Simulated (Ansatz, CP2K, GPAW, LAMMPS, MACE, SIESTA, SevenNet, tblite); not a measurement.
# Liquid Cu at 1420 K (97 atoms) in SIESTA, part 2 of 2

How do the settings of SIESTA change the result for liquid Cu at 1420 K (97 atoms)? A plane-wave run serves as the yardstick.

Program: SIESTA 5.4.2; the method stands at each step. Banners, paths, timers and routine set-up lines are dropped from the logs unmarked, and long logs keep their key lines alone; longer cuts are marked. The potentials were converted by us to PSML.

So far. Step 2 (PBE, DZP, shift 0.01 Ry, mesh 500 Ry): Forces lie 11 % from the reference's, at 3.6 times its CPU time.

In doubt: a PseudoDojo file used here is known to give poor structures and forces (steps 2, 3), which bears on pressures, cells, forces and phonons.

## 3. PBE, SZP, shift 0.01 Ry, mesh 500 Ry

Method: Kohn-Sham DFT, PBE, PseudoDojo 0.4.1 norm-conserving pseudopotentials (converted to PSML), numerical atomic orbitals (SZP), diagonalisation.

Input file input.fdf:

```
SystemLabel cell
NumberOfAtoms 97
NumberOfSpecies 1
%block ChemicalSpeciesLabel
  1 29 Cu
%endblock ChemicalSpeciesLabel
LatticeConstant 1.0 Ang
%block LatticeVectors
  10.87110 0.00000 0.00000
  0.00000 10.87110 0.00000
  0.00000 0.00000 10.87110
%endblock LatticeVectors
PAO.BasisSize SZP
PAO.EnergyShift 0.01 Ry
XC.Functional GGA
XC.Authors PBE
MeshCutoff 500 Ry
%block kgrid_Monkhorst_Pack
  1 0 0 0.0
  0 1 0 0.0
  0 0 1 0.0
%endblock kgrid_Monkhorst_Pack
SolutionMethod diagon
OccupationFunction FD
ElectronicTemperature 580 K
SCF.Mixer.Method Pulay
SCF.Mixer.Weight 0.05
SCF.Mixer.History 8
SCF.Mix Hamiltonian
MaxSCFIterations 300
SCF.DM.Tolerance 1e-04
SCF.H.Tolerance 1.0e-3 eV
WriteForces T
Write.HirshfeldPop T
Write.VoronoiPop T
Write.DM F
Write.H F
XML.Write F
AtomicCoordinatesFormat Fractional
%block AtomicCoordinatesAndAtomicSpecies
[... 97 atom lines left out: the same atoms as in the first run ...]
%endblock AtomicCoordinatesAndAtomicSpecies
```

The run is started by

```sh
OMP_NUM_THREADS=1 mpirun -np 4 siesta < input.fdf > output.txt
```

Log:

```text
Version         : 5.4.2
reinit: System Name:
reinit: System Label: cell
initatom: Reading input for the pseudopotentials and atomic orbitals ----------
Species number:   1 Atomic number:   29 Label: Cu
Ground state valence configuration (from tables):   4s01  4p00  3d10  4f00
---- Processing specs for species: Cu
GGA--PBE XC_GGA_X_PBE--XC_GGA_C_PBE pb
Semicore shell(s) with  8 electrons included in the valence for Cu
Semicore shell(s): 3s 3p
Fallback to non-perturbative polarization scheme for Cu
Please see the manual if this is not desired in principle
Cu pseudopotential only contains V_ls up to l=2 -- lmxkb reset.
Using PAO.SplitTailNorm
%block ChemicalSpeciesLabel
    1   29 Cu                      # Species index, atomic number, species label
%endblock ChemicalSpeciesLabel
[... lines left out ...]
Total number of electrons:  1843.000000
[... lines left out ...]
stepf: Fermi-Dirac step function
        iscf     Eharris(eV)        E_KS(eV)     FreeEng(eV)     dDmax    Ef(eV) dHmax(eV)
[... lines left out ...]
SCF Convergence by DM+H criterion
[... lines left out ...]
SCF cycle converged after 24 iterations
[... lines left out ...]
   Max    3.516957
[... lines left out ...]
   Max    3.516957    constrained
Stress tensor Voigt[x,y,z,yz,xz,xy] (kbar):       72.98       83.28       62.55       -8.61       -4.09       10.79
[... lines left out ...]
siesta: Program's energy decomposition (eV):
siesta: Ebs     =    -68660.938004
siesta: Eions   =    614054.964566
siesta: Ena     =     29667.450521
siesta: Ekin    =    228677.579338
siesta: Enl     =    -87577.547108
siesta: DEna    =      4178.192375
siesta: DUscf   =       250.137173
siesta: Ex      =    -58341.388569
siesta: Ec      =     -3080.784489
siesta: Exc     =    -61422.173058
siesta: Eharris =   -500281.325366
siesta: Etot    =   -500281.325325
siesta: FreeEng =   -500281.948012
siesta: Final energy (eV):
siesta:  Band Struct. =  -68660.938004
siesta:       Kinetic =  228677.579338
siesta:       Hartree =  164799.299474
siesta:         Exch. =  -58341.388569
siesta:         Corr. =   -3080.784489
siesta:   Exch.-corr. =  -61422.173058
siesta:  Ion-electron = -563451.961327
siesta:       Ion-ion = -268884.069753
siesta:         Total = -500281.325325
siesta:         Fermi =      -1.365192
siesta: Stress tensor (static) (eV/Ang**3):
siesta:     0.045548    0.006733   -0.002553
siesta:     0.006734    0.051976   -0.005374
siesta:    -0.002553   -0.005374    0.039043
siesta: Cell volume =       1284.755460 Ang**3
siesta: Pressure (static):
siesta:                Solid            Molecule  Units
siesta:          -0.00049581         -0.00052341  Ry/Bohr**3
siesta:          -0.04552273         -0.04805685  eV/Ang**3
siesta:         -72.93545264        -76.99556875  kBar
    Orbital volume contribution        =          44.223746 eV
    (Free)E + p_basis*V_orbitals       =     -500237.724265 eV
    (Free)Eharris+ p_basis*V_orbitals  =     -500237.724307 eV
Hirshfeld Atomic Populations:
Atom #   charge [q] valence [e]  Species
     1     0.001325   18.998675  Cu
     2    -0.003198   19.003198  Cu
     3    -0.007783   19.007783  Cu
[...]
--------------------
 Total    -0.000128
Voronoi Atomic Populations:
Atom #   charge [q] valence [e]  Species
[...]
96    -0.004114   19.004114  Cu
    97     0.007554   18.992446  Cu
--------------------
 Total    -0.000128
```

Wall time 2.7 min (4 MPI ranks of Intel Xeon 6975P-C (Granite Rapids), shared host); peak memory 2.3 GiB.

Compared with the plane-wave run:

```
r.m.s. force component                  : 0.8718 eV/Å
r.m.s. difference of force components   : 65.57 meV/Å
longest difference of force vectors     : 229.4 meV/Å
force difference over r.m.s. force      : 7.805 %
slope of forces against the reference's : 1.036
correlation of force components         : 0.9978
pressure                                : -7.293 GPa
pressure difference                     : -9.488 GPa
```

This is a coarse setting, run to see what it loses.

Against the first run (11 %), the force difference from the reference is 7.8 %, at 0.75 times the CPU time, with 1261 basis functions against 1843: size alone doesn't set the difference here.

## 4. All runs compared

Differences are against the plane-wave reference, forces as r.m.s. over components; share is that over the reference's r.m.s. force, slope the least-squares factor from reference forces to these. Total energies of different programs have different zeros and aren't compared.

| run | Δ force, r.m.s. (meV/Å) | share (%) | slope | Δ pressure (GPa) | cores | CPU time | memory (GiB) |
| --- | --- | --- | --- | --- | --- | --- | --- |
| reference | - | - | - | - | 4 | 4 min | 3.4 |
| SIESTA PBE, DZP, shift 0.01 Ry, mesh 500 Ry | 88.7 | 10.6 | 1.005 | -4.71 | 4 | 14 min | 2.6 |
| SIESTA PBE, SZP, shift 0.01 Ry, mesh 500 Ry (coarse) | 65.6 | 7.81 | 1.036 | -9.49 | 4 | 11 min | 2.3 |

Rows marked coarse were listed beforehand as settings not expected to be converged; some can still land near the reference.

CPU time is summed over cores on a shared host, where runs went side by side, so it is rough. Symmetry, cutoffs, thresholds, outputs and thread counts weren't matched or tuned between programs; memory under MPI is the largest rank's times the ranks.

## 5. What came out

| Item | Value |
| --- | --- |
| nearest in forces | SIESTA PBE, SZP, shift 0.01 Ry, mesh 500 Ry (coarse), 7.8 % |
| its CPU time | 11 min |

What this shows: The PBE run in local orbitals, coarse settings apart, differs by 11 % (SIESTA PBE, DZP, shift 0.01 Ry, mesh 500 Ry); basis, grid and potentials can all enter. Runs with settings chosen to be coarse differ by 7.8 % (SIESTA PBE, SZP, shift 0.01 Ry, mesh 500 Ry), their programs' other errors included. None of the electronic-structure runs in the table takes under half the reference's CPU time of 4 min; they take 2.7 to 3.6 times as much. SIESTA PBE, SZP, shift 0.01 Ry, mesh 500 Ry lies nearer than a larger basis of the same program, likely by a cancellation of errors. In pressure, SIESTA PBE, SZP, shift 0.01 Ry, mesh 500 Ry misses by -9.5 GPa, at the same functional. A potential file of the SIESTA runs is in doubt, which bears on their forces and pressure. The frame stands for 1420 K, but pressures are static and levels are smeared at 580 K, under the temperature of the frame, which matters where levels are partly filled. The electron count is odd in these runs, and they have no spin polarisation, so the unpaired electron is spread evenly over both spins. The network of bonds at the start is that of the classical potential that made the cell, and needn't be the one that DFT or experiment would give. The electron count is odd and the run has no spin polarisation, so levels at the top are partly filled by construction. The electronic-structure runs sample only Γ, in a cell whose shortest periodic width is 11 Å, which is coarse for a cell with partly filled levels.

[Also dropped from logs without a mark: logging warnings of Python, and SIESTA's first energy breakdown and zero terms.]

[Logs are printed without paths, hosts, clocks, repeated set-up lines and the standing remarks that a program may print on its own settings, such as how far it seeks lower states.]

[Hosts, paths, dates, database ids (printed as entryN), source tags and the programs' standing remarks are cut or masked in the printed files.]
